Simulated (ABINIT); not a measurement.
# CsPbI2Br (P4/mmm): G0W0 in ABINIT against the wavefunction cutoff in GW, part 2 of 2

How does the gap of CsPbI2Br (P4/mmm) converge in the wavefunction cutoff in GW?

ABINIT 10.8.3; PBE and many-body steps on it, plane waves. Known limits of the many-body steps: not at the basis limit; exchange with frozen shells missing; no spin-orbit coupling; coarse k mesh.

So far. Step 2 (Screening, 2×2×2 mesh, 99 bands, screening to 106.1 eV): Local fields lower ε∞ by 13 %. On a Γ-centred mesh this coarse the value itself is usually too large, while a short band sum pulls it down. Step 5 (15.5 Ha): The gap on the mesh goes from 1.46 eV to 2.04 eV, a correction of +0.58 eV.

## 6. Screening, 2×2×2 mesh, 99 bands, screening to 106.1 eV

This step: RPA screening on PBE, plane waves, norm-conserving pseudopotentials.

Input file run.abi:

```
acell 3*1.0 Angstrom
rprim 
  6.375296000000 0.000000000000 0.000000000000
  0.000000000000 6.375296000000 0.000000000000
  0.000000000000 0.000000000000 5.962220000000
ntypat 4
znucl 55 82 53 35
natom 5
typat 1 2 3 3 4
xred 
  0.500000000000 0.500000000000 0.500000000000
  0.000000000000 0.000000000000 0.000000000000
  0.000000000000 0.500000000000 0.000000000000
  0.500000000000 0.000000000000 0.000000000000
  0.000000000000 0.000000000000 0.500000000000
pp_dirpath "pseudos"
pseudos "Cs.upf, Pb.upf, I.upf, Br.upf"
ecut 31
ngkpt 2 2 2
nshiftk 1
shiftk 0 0 0
kptopt 1
chksymbreak 0
istwfk *1
occopt 1
irdwfk 1
optdriver 3
nband 99
ecuteps 3.9
inclvkb 2
awtr 1
symchi 1
ecutwfn 23.2
indata_prefix "in"
outdata_prefix "out"
tmpdata_prefix "tmp"
```

Run with:

```
$ OMP_NUM_THREADS=1 mpirun -n 4 abinit run.abi > log
```

The program printed:

```text
.Version 10.8.3 of ABINIT. v10.8.2 released Aug 2026.

 Symmetries : space group P4/m m m (#123); Bravais tP (primitive tetrag.)
[... echo of the input left out ...]
== DATASET  1 ==================================================================
-   mpi_nproc: 4, omp_nthreads: 1 (-1 if OMP is not activated)

--- !DatasetInfo
iteration_state: {dtset: 1, }
dimensions: {natom: 5, nkpt: 6, mband: 99, nsppol: 1, nspinor: 1, nspden: 1, mpw: 8792, }
cutoff_energies: {ecut:  23.2, pawecutdg:  -1.0, }
[...]
--------------------------------------------------------------------------------
[... chi0 elements left out ...]
 For q-point:  0.000010 0.000020 0.000030
  dielectric constant =   9.9112
  dielectric constant without local fields =  11.4503

  Average fulfillment of the sum rule on Im[epsilon] for q-point    1 :     59.27  [%]
[... wings left out ...]
  q-point number  2        q = ( 0.500000, 0.000000, 0.000000) [r.l.u.]
--------------------------------------------------------------------------------
[... chi0 elements left out ...]
  Average fulfillment of the sum rule on Im[epsilon] for q-point    2 :     70.40  [%]

 [... 4 further q-points ...]
```

The job ended after 40 s (4 MPI ranks of Intel Xeon 6975P-C (Granite Rapids), shared host; peak memory 1.7 GiB; 2.6 min of CPU time).

This step gave:

- ε∞ with local fields, on this mesh, along the program's q direction: 9.911
- the same without local fields: 11.45
- plasma frequency: 15.82 eV
- plane waves in the screening matrix: 603

## 7. 23.2 Ha

This step: G0W0 on PBE, plane waves, norm-conserving pseudopotentials.

run.abi, as its differences from that of step 6:

```diff
@@ -26,8 +26,17 @@
 irdwfk 1
-optdriver 3
+optdriver 4
 nband 99
+gwcalctyp 0
+ecutsigx 23.2
+symsigma 1
+nkptgw 2
+kptgw 
+  0.5000000000 0.5000000000 0.5000000000
+  0.0000000000 0.0000000000 0.0000000000
+bdgw 
+  21 24
+  21 24
 ecuteps 3.9
-inclvkb 2
-awtr 1
-symchi 1
+irdscr 1
+ppmodel 1
 ecutwfn 23.2
```

The program printed:

```text
.Version 10.8.3 of ABINIT. v10.8.2 released Aug 2026.

 Symmetries : space group P4/m m m (#123); Bravais tP (primitive tetrag.)
[... echo of the input left out ...]
== DATASET  1 ==================================================================
-   mpi_nproc: 4, omp_nthreads: 1 (-1 if OMP is not activated)

--- !DatasetInfo
iteration_state: {dtset: 1, }
dimensions: {natom: 5, nkpt: 6, mband: 99, nsppol: 1, nspinor: 1, nspden: 1, mpw: 8792, }
cutoff_energies: {ecut:  23.2, pawecutdg:  -1.0, }
[...]
Band     E0 <VxcDFT>   SigX SigC(E0)      Z dSigC/dE  Sig(E)    E-E0       E
[...]
23   4.212  -5.717  -2.343  -2.914   0.832  -0.202  -5.335   0.382   4.595
       24   5.103  -5.996  -2.567  -2.838   0.830  -0.205  -5.506   0.491   5.594

== END DATASET(S) ==============================================================
================================================================================

 -outvars: echo values of variables after computation  --------
           etotal      0.0000000000E+00
            nband          99
             nkpt           6
          spgroup         123
 [... the other variables as echoed above ...]

 Calculation completed.
```

Wall time 18 s (4 MPI ranks); peak memory 1.6 GiB.

Numbers from this step:

- G0W0 gap on the points computed: 2.033 eV
- starting gap on the mesh: 1.465 eV
- k of the valence top: 0.5, 0.5, 0.5
- k of the conduction bottom: 0.5, 0.5, 0.5
- least direct G0W0 gap on the computed points: 2.033 eV

Against the run before, the gap moves by −0.007 eV.

## 8. Screening, 2×2×2 mesh, 99 bands, screening to 106.1 eV

This step: RPA screening on PBE, plane waves, norm-conserving pseudopotentials.

run.abi, as its differences from that of step 7:

```diff
@@ -26,18 +26,8 @@
 irdwfk 1
-optdriver 4
+optdriver 3
 nband 99
-gwcalctyp 0
-ecutsigx 23.2
-symsigma 1
-nkptgw 2
-kptgw 
-  0.5000000000 0.5000000000 0.5000000000
-  0.0000000000 0.0000000000 0.0000000000
-bdgw 
-  21 24
-  21 24
 ecuteps 3.9
-irdscr 1
-ppmodel 1
-ecutwfn 23.2
+inclvkb 2
+awtr 1
+symchi 1
 indata_prefix "in"
```

The program printed:

```text
.Version 10.8.3 of ABINIT. v10.8.2 released Aug 2026.

 Symmetries : space group P4/m m m (#123); Bravais tP (primitive tetrag.)
[... echo of the input left out ...]
== DATASET  1 ==================================================================
-   mpi_nproc: 4, omp_nthreads: 1 (-1 if OMP is not activated)

--- !DatasetInfo
iteration_state: {dtset: 1, }
dimensions: {natom: 5, nkpt: 6, mband: 99, nsppol: 1, nspinor: 1, nspden: 1, mpw: 13544, }
cutoff_energies: {ecut:  31.0, pawecutdg:  -1.0, }
[...]
--------------------------------------------------------------------------------
[... chi0 elements left out ...]
 For q-point:  0.000010 0.000020 0.000030
  dielectric constant =   9.9118
  dielectric constant without local fields =  11.4510

  Average fulfillment of the sum rule on Im[epsilon] for q-point    1 :     59.27  [%]
[... wings left out ...]
  q-point number  2        q = ( 0.500000, 0.000000, 0.000000) [r.l.u.]
--------------------------------------------------------------------------------
[... chi0 elements left out ...]
  Average fulfillment of the sum rule on Im[epsilon] for q-point    2 :     70.40  [%]

 [... 4 further q-points ...]
```

Elapsed: 57 s, on 4 MPI ranks; peak memory 2.3 GiB; 3.8 min of CPU time.

This step gave:

```
ε∞ with local fields, on this mesh, along the program's q direction : 9.912
the same without local fields                                       : 11.45
plasma frequency                                                    : 15.82 eV
plane waves in the screening matrix                                 : 603
```

## 9. 31 Ha

This step: G0W0 on PBE, plane waves, norm-conserving pseudopotentials.

run.abi, as its differences from that of step 8:

```diff
@@ -26,8 +26,17 @@
 irdwfk 1
-optdriver 3
+optdriver 4
 nband 99
+gwcalctyp 0
+ecutsigx 31
+symsigma 1
+nkptgw 2
+kptgw 
+  0.5000000000 0.5000000000 0.5000000000
+  0.0000000000 0.0000000000 0.0000000000
+bdgw 
+  21 24
+  21 24
 ecuteps 3.9
-inclvkb 2
-awtr 1
-symchi 1
+irdscr 1
+ppmodel 1
 indata_prefix "in"
```

The program printed:

```text
.Version 10.8.3 of ABINIT. v10.8.2 released Aug 2026.

 Symmetries : space group P4/m m m (#123); Bravais tP (primitive tetrag.)
[... echo of the input left out ...]
== DATASET  1 ==================================================================
-   mpi_nproc: 4, omp_nthreads: 1 (-1 if OMP is not activated)

--- !DatasetInfo
iteration_state: {dtset: 1, }
dimensions: {natom: 5, nkpt: 6, mband: 99, nsppol: 1, nspinor: 1, nspden: 1, mpw: 13544, }
cutoff_energies: {ecut:  31.0, pawecutdg:  -1.0, }
[...]
Band     E0 <VxcDFT>   SigX SigC(E0)      Z dSigC/dE  Sig(E)    E-E0       E
[...]
23   4.212  -5.717  -2.343  -2.914   0.832  -0.202  -5.335   0.382   4.594
       24   5.103  -5.996  -2.567  -2.838   0.830  -0.205  -5.506   0.491   5.594

== END DATASET(S) ==============================================================
================================================================================

 -outvars: echo values of variables after computation  --------
           etotal      0.0000000000E+00
            nband          99
             nkpt           6
          spgroup         123
 [... the other variables as echoed above ...]

 Calculation completed.
```

Run time: 20 s. Hardware: 4 MPI ranks; peak memory 1.9 GiB.

This step gave:

| Item | Value |
| --- | --- |
| G0W0 gap on the points computed | 2.033 eV |
| starting gap on the mesh | 1.465 eV |
| k of the valence top | 0.5, 0.5, 0.5 |
| k of the conduction bottom | 0.5, 0.5, 0.5 |
| least direct G0W0 gap on the computed points | 2.033 eV |

Against the run before, the gap moves by +0.000 eV.

## 10. The runs together

Times are wall times on 4 MPI ranks of Intel Xeon 6975P-C (Granite Rapids), shared host, good to a factor of about two. A run's time includes the screening step that it read.

| run | mesh | bands | screening cutoff (eV) | DFT gap (eV) | gap on the mesh (eV) | direct (eV) | ε∞ used | time |
| --- | --- | --- | --- | --- | --- | --- | --- | --- |
| 9.3 Ha | 2×2×2 | 99 | 106.1 | 1.465 | 2.059 | 2.059 | 9.90 | 30 s |
| 15.5 Ha | 2×2×2 | 99 | 106.1 | 1.465 | 2.040 | 2.040 | 9.91 | 42 s |
| 23.2 Ha | 2×2×2 | 99 | 106.1 | 1.465 | 2.033 | 2.033 | 9.91 | 57 s |
| 31 Ha | 2×2×2 | 99 | 106.1 | 1.465 | 2.033 | 2.033 | 9.91 | 76 s |

## 11. Outcome

```
9.3 Ha       : 2.059 eV
15.5 Ha      : 2.040 eV
23.2 Ha      : 2.033 eV
31 Ha        : 2.033 eV
known limits : not at the basis limit; exchange with frozen shells missing; no spin-orbit coupling; coarse k mesh
```

**Reading.** The setting moved: wavefunction cutoff in GW. From 9.3 Ha to 31 Ha the gap moves by −0.03 eV, for 2.6 times the time. It holds to 0.03 eV from 9.3 Ha on. Bands and screening cutoff are coupled, so a series along one setting does not show full convergence. The exchange cutoff follows the wavefunction cutoff here. Bands and cutoff are finite, so the gap is not at the basis limit. The miss can reach some tenths of an eV and take either sign; the mesh is an error of its own. In the G0W0 runs levels were corrected at 2 k points alone, so a gap called «on the mesh» is the least over those, and an edge elsewhere would be missed. The 2×2×2 mesh is coarse for this cell, which bears on the long-range parts of exchange and screening. Where an edge is built on 6p states of lead, bismuth or thallium, scalar-relativistic gaps usually stand too wide, by a few tenths to over one eV. The norm-conserving file of at least one element keeps a d shell over frozen s and p shells of the same row. Exchange with those shells is missing from the self-energy, an error of 0.3 to 0.9 eV in cases checked, whose sign depends on which edge lies on those atoms. The many-body steps are scalar-relativistic: spin-orbit coupling is not in them.

[Paths, hosts, dates, memory and timing lines, banners, echoed tables and standing remarks are left out of the program output.]

[Logs are printed without paths, hosts, clocks, repeated set-up lines and the standing remarks that a program may print on its own settings, such as how far it seeks lower states.]

[Runs of the session that timed out or met a known fault of the program may be left out.]

[Hosts, paths, dates, database ids (printed as entryN), source tags and the programs' standing remarks are cut or masked in the printed files.]

[G0W0 gaps are taken among the corrected bands and points alone; a level outside them can change the order at an edge.]

[Where Ansatz stands beside ABINIT at settings called matched, ABINIT's density can come from a denser mesh and the files from another edition; pairs whose starting gaps differed by over 0.03 eV were left out, so agreement reads better than it is.]
